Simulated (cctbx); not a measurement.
## Accept or mend?

Cell a = 4.2600 Å, b = 4.2600 Å, c = 7.9920 Å, α = 90.00°, β = 90.00°, γ = 120.00°; space group P-3m1 (no. 164). The compound is Li5Mn4.

The data are simulated with cctbx, not measured: synchrotron X-rays, λ = 0.4959 Å, to d = 0.65 Å, 70 % of the full sphere, strongest reflection 70000 counts, noise from counting, a 3 % proportional error and a noise floor of 15 counts (s.d.); no absorption.

An anisotropic refinement with weights 1/σ² prints:

```text
Rint 0.023, 220 unique reflections to 0.65 A
cycle     R1     wR2    GooF  max shift (A)
   1  0.0496  0.1167   6.171   0.01860
   3  0.0489  0.1062   5.613   0.00004
final R1 0.0490 wR2 0.1062 GooF 5.613  parameters 12  data/parameter 18.3
atom        x        y        z      Ueq    occ   su(xyz)  su(Uiso or U11)
Mn1    0.33333  0.66667  0.29756   0.0108  1.000  0.00014  0.0004
Mn2    0.00000  0.00000  0.16731   0.0081  1.000  0.00012  0.0004
Li1    0.33333  0.66667  0.95298   0.0257  1.000  0.00185  0.0060
Li2    0.33333  0.66667  0.61361   0.0285  1.000  0.00240  0.0064
difference map: max 9.26 min -0.63 rms 0.30
Q1    0.0000  0.0000  0.5000    1    9.26  2.62 A from Li2
Q2    0.3333  0.6667  0.6230    2    2.25  0.08 A from Li2
Q3    0.3333  0.6667  0.9464    2    2.19  0.05 A from Li1
Q4    0.0000  0.0000  0.1664    2    2.01  0.01 A from Mn2
Q5    0.3333  0.6667  0.2803    2    1.12  0.14 A from Mn1
Q6    0.3333  0.6667  0.4638    2    0.34  1.20 A from Li2
```

Q: Accept it or mend it, and why?

Mend it. The fault: an atom left out, Li at (0, 0, 1/2). Against the right model at the same level, R1 goes from 0.0082 to 0.0490 and GooF from 0.94 to 5.61 and the top difference peak, 9.3 e/Å³, lies 2.62 Å from Li2. Q1 is the missing atom. With scattering power missing, scale and phases suffer, so peaks may also grow on the heavy atoms.

The compound is Li5Mn4. The right model at the same level gives:

```text
Rint 0.023, 220 unique reflections to 0.65 A
cycle     R1     wR2    GooF  max shift (A)
   1  0.0101  0.0224   1.192   0.00333
   2  0.0082  0.0178   0.945   0.00000
final R1 0.0082 wR2 0.0178 GooF 0.945  parameters 14  data/parameter 15.7
atom        x        y        z      Ueq    occ   su(xyz)  su(Uiso or U11)
Mn1    0.33333  0.66667  0.29750   0.0111  1.000  0.00002  0.0001
Mn2    0.00000  0.00000  0.16728   0.0077  1.000  0.00002  0.0001
Li1    0.33333  0.66667  0.95084   0.0147  1.000  0.00030  0.0007
Li2    0.00000  0.00000  0.50000   0.0154  1.000  0.00000  0.0009
Li3    0.33333  0.66667  0.61355   0.0178  1.000  0.00035  0.0007
difference map: max 0.39 min -0.22 rms 0.06
Q1    0.0000  0.0000  0.0000    1    0.39  1.34 A from Mn2
Q2    0.0000  0.0000  0.6760    2    0.24  1.25 A from Mn2
Q3    0.3333  0.6667  0.4142    2    0.24  0.93 A from Mn1
Q4    0.3333  0.6667  0.5654    2    0.19  0.39 A from Li3
Q5    0.3333  0.6667  0.8763    2    0.17  0.60 A from Li1
Q6    0.3333  0.6667  0.7118    2    0.16  0.79 A from Li3
```

The model is made up (kin elements in a known structure type, no relaxation), so it says nothing on whether the phase exists.

[Middle refinement cycles are left out of these outputs.]

[Logs are printed without paths, hosts, clocks, repeated set-up lines and the standing remarks that a program may print on its own settings, such as how far it seeks lower states.]
